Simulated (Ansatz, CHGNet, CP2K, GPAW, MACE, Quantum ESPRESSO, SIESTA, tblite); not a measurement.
# Running (9,9) carbon nanotube bundle (108 atoms) with SIESTA, part 2 of 2

How do the settings of SIESTA change the result for (9,9) carbon nanotube bundle (108 atoms)? A plane-wave run serves as the yardstick.

Program: SIESTA 5.4.2; the method stands at each step. Banners, paths, timers and routine set-up lines are dropped from the logs unmarked, and long logs keep their key lines alone; longer cuts are marked. The potentials were converted by us to PSML.

So far. Step 2 (PBE, DZP, shift 0.01 Ry, mesh 300 Ry): Forces lie 14 % from the reference's, at 2.7 times its CPU time (on 2 against 4 cores). Step 3 (PBE, SZP, shift 0.01 Ry, mesh 300 Ry): Against the first run (14 %), the force difference from the reference is 28 %, at 0.77 times the CPU time, with 972 basis functions against 1404: the smaller basis costs accuracy.

**4. PBE, DZP, shift 0.01 Ry, mesh 100 Ry**

Method: Kohn-Sham DFT, PBE, PseudoDojo 0.4.1 norm-conserving pseudopotentials (converted to PSML), numerical atomic orbitals (DZP), diagonalisation.

Contents of input.fdf:

```
SystemLabel cell
NumberOfAtoms 108
NumberOfSpecies 1
%block ChemicalSpeciesLabel
  1 6 C
%endblock ChemicalSpeciesLabel
LatticeConstant 1.0 Ang
%block LatticeVectors
  15.50642 0.00000 0.00000
  -7.75321 13.42896 0.00000
  0.00000 0.00000 7.38000
%endblock LatticeVectors
PAO.BasisSize DZP
PAO.EnergyShift 0.01 Ry
XC.Functional GGA
XC.Authors PBE
MeshCutoff 100 Ry
%block kgrid_Monkhorst_Pack
  1 0 0 0.0
  0 1 0 0.0
  0 0 1 0.0
%endblock kgrid_Monkhorst_Pack
SolutionMethod diagon
OccupationFunction FD
ElectronicTemperature 580 K
SCF.Mixer.Method Pulay
SCF.Mixer.Weight 0.05
SCF.Mixer.History 8
SCF.Mix Hamiltonian
MaxSCFIterations 300
SCF.DM.Tolerance 1e-04
SCF.H.Tolerance 1.0e-3 eV
WriteForces T
Write.HirshfeldPop T
Write.VoronoiPop T
Write.DM F
Write.H F
XML.Write F
AtomicCoordinatesFormat Fractional
%block AtomicCoordinatesAndAtomicSpecies
[... 108 atom lines left out: the same atoms as in the first run ...]
%endblock AtomicCoordinatesAndAtomicSpecies
```

On the command line:

```console
$ OMP_NUM_THREADS=1 mpirun -np 2 siesta < input.fdf > output.txt
```

The program printed:

```text
Version         : 5.4.2
reinit: System Name:
reinit: System Label: cell
initatom: Reading input for the pseudopotentials and atomic orbitals ----------
Species number:   1 Atomic number:    6 Label: C
Ground state valence configuration (from tables):   2s02  2p02  3d00  4f00
---- Processing specs for species: C
GGA--PBE XC_GGA_X_PBE--XC_GGA_C_PBE pb
[... lines left out ...]
        iscf     Eharris(eV)        E_KS(eV)     FreeEng(eV)     dDmax    Ef(eV) dHmax(eV)
[... lines left out ...]
SCF Convergence by DM+H criterion
[... lines left out ...]
SCF cycle converged after 15 iterations
[... lines left out ...]
   Max    8.152296
[... lines left out ...]
   Max    8.152296    constrained
Stress tensor Voigt[x,y,z,yz,xz,xy] (kbar):      -81.51      -77.47     -112.72       -4.13        2.77       -4.74
[... lines left out ...]
siesta: FreeEng =    -17651.278321
[... lines left out ...]
siesta:         Fermi =      -4.474352
[... lines left out ...]
siesta:    -0.002960   -0.048354   -0.002577
siesta:     0.001726   -0.002577   -0.070354
siesta: Cell volume =       1536.774993 Ang**3
siesta: Pressure (static):
siesta:                Solid            Molecule  Units
siesta:           0.00061565          0.00064808  Ry/Bohr**3
siesta:           0.05652662          0.05950408  eV/Ang**3
siesta:          90.56562769         95.33604671  kBar
    Orbital volume contribution        =          41.007846 eV
    (Free)E + p_basis*V_orbitals       =      -17610.270475 eV
    (Free)Eharris+ p_basis*V_orbitals  =      -17610.270459 eV
Hirshfeld Atomic Populations:
Atom #   charge [q] valence [e]  Species
     1    -0.001635    4.001635  C
     2    -0.003601    4.003601  C
     3    -0.001195    4.001195  C
[...]
--------------------
 Total    -0.000121
Voronoi Atomic Populations:
Atom #   charge [q] valence [e]  Species
[...]
107    -0.003475    4.003475  C
   108     0.005618    3.994382  C
--------------------
 Total    -0.000121
```

Wall time 43 s (2 MPI ranks of Arm Neoverse V1, shared host); peak memory 0.69 GiB.

Compared with the plane-wave run:

```yaml
r_m_s_force_component: 1.846 eV/Å
r_m_s_difference_of_force_components: 234.8 meV/Å
longest_difference_of_force_vectors: 1113 meV/Å
force_difference_over_r_m_s_force: 14.24 %
slope_of_forces_against_the_reference_s: 1.116
correlation_of_force_components: 0.9973
pressure: 9.057 GPa
pressure_difference: 5.555 GPa
energy_less_the_same_level_run_s: 0.4535 meV/atom
r_m_s_force_difference_from_the_same_level_run: 3.821 meV/Å
```

This is a coarse setting, run to see what it loses.

Against the first run (14 %), the force difference from the reference is 14 %, at 0.38 times the CPU time: the change moves forces by 3.8 meV/Å r.m.s., so most of the difference comes from elsewhere.

**5. All runs compared**

Differences are against the plane-wave reference, forces as r.m.s. over components; share is that over the reference's r.m.s. force, slope the least-squares factor from reference forces to these. Total energies of different programs have different zeros and aren't compared.

```csv
run,"Δ force, r.m.s. (meV/Å)",share (%),slope,Δ pressure (GPa),cores,CPU time,memory (GiB)
reference,-,-,-,-,4,83 s,1.7
"SIESTA PBE, DZP, shift 0.01 Ry, mesh 300 Ry",234,14.2,1.115,5.56,2,3.8 min,1.2
"SIESTA PBE, SZP, shift 0.01 Ry, mesh 300 Ry (coarse)",456,27.7,1.210,12.7,2,2.9 min,1.1
"SIESTA PBE, DZP, shift 0.01 Ry, mesh 100 Ry (coarse)",235,14.2,1.116,5.56,2,86 s,0.69
```

Rows marked coarse were listed beforehand as settings not expected to be converged; some can still land near the reference.

CPU time is summed over cores on a shared host, where runs went side by side, so it is rough. Symmetry, cutoffs, thresholds, outputs and thread counts weren't matched or tuned between programs; memory under MPI is the largest rank's times the ranks.

Within one program, basis, potentials and functional, energies share a zero. Each run against its twin at the usual cutoff or grid and solver:

```csv
run,twin,Δ energy (meV/atom),"Δ force, r.m.s. (meV/Å)",CPU time over the twin's
"SIESTA PBE, DZP, shift 0.01 Ry, mesh 100 Ry","DZP, shift 0.01 Ry, mesh 300 Ry",0.454,3.82,0.38
```

**6. Summary of results**

| Quantity | Value |
| --- | --- |
| nearest in forces | a tie at 14 % of 2 runs: SIESTA PBE, DZP, shift 0.01 Ry, mesh 300 Ry; SIESTA PBE, DZP, shift 0.01 Ry, mesh 100 Ry (coarse) |

**Reading.** The PBE run in local orbitals, coarse settings apart, differs by 14 % (SIESTA PBE, DZP, shift 0.01 Ry, mesh 300 Ry); basis, grid and potentials can all enter. Runs with settings chosen to be coarse differ by 14 % (SIESTA PBE, DZP, shift 0.01 Ry, mesh 100 Ry) to 28 % (SIESTA PBE, SZP, shift 0.01 Ry, mesh 300 Ry), their programs' other errors included. None of the electronic-structure runs in the table takes under half the reference's CPU time of 83 s; they take 1.0 to 2.7 times as much. SIESTA PBE, SZP, shift 0.01 Ry, mesh 300 Ry stiffens the forces by a factor of 1.21 while following their directions (correlation 0.989); the slopes of the 3 SIESTA runs lie between 1.12 and 1.21. In pressure, SIESTA PBE, SZP, shift 0.01 Ry, mesh 300 Ry misses by +12.7 GPa, at the same functional. The reference's pressure of 3.5 GPa belongs to a cell and atoms that aren't relaxed at this level. The electronic-structure runs sample only Γ, in a cell whose shortest periodic width is 7 Å, which is coarse for a cell with partly filled levels.

[Also dropped from logs without a mark: logging warnings of Python, and SIESTA's first energy breakdown and zero terms.]

[Logs are printed without paths, hosts, clocks, repeated set-up lines and the standing remarks that a program may print on its own settings, such as how far it seeks lower states.]

[Hosts, paths, dates, database ids (printed as entryN), source tags and the programs' standing remarks are cut or masked in the printed files.]
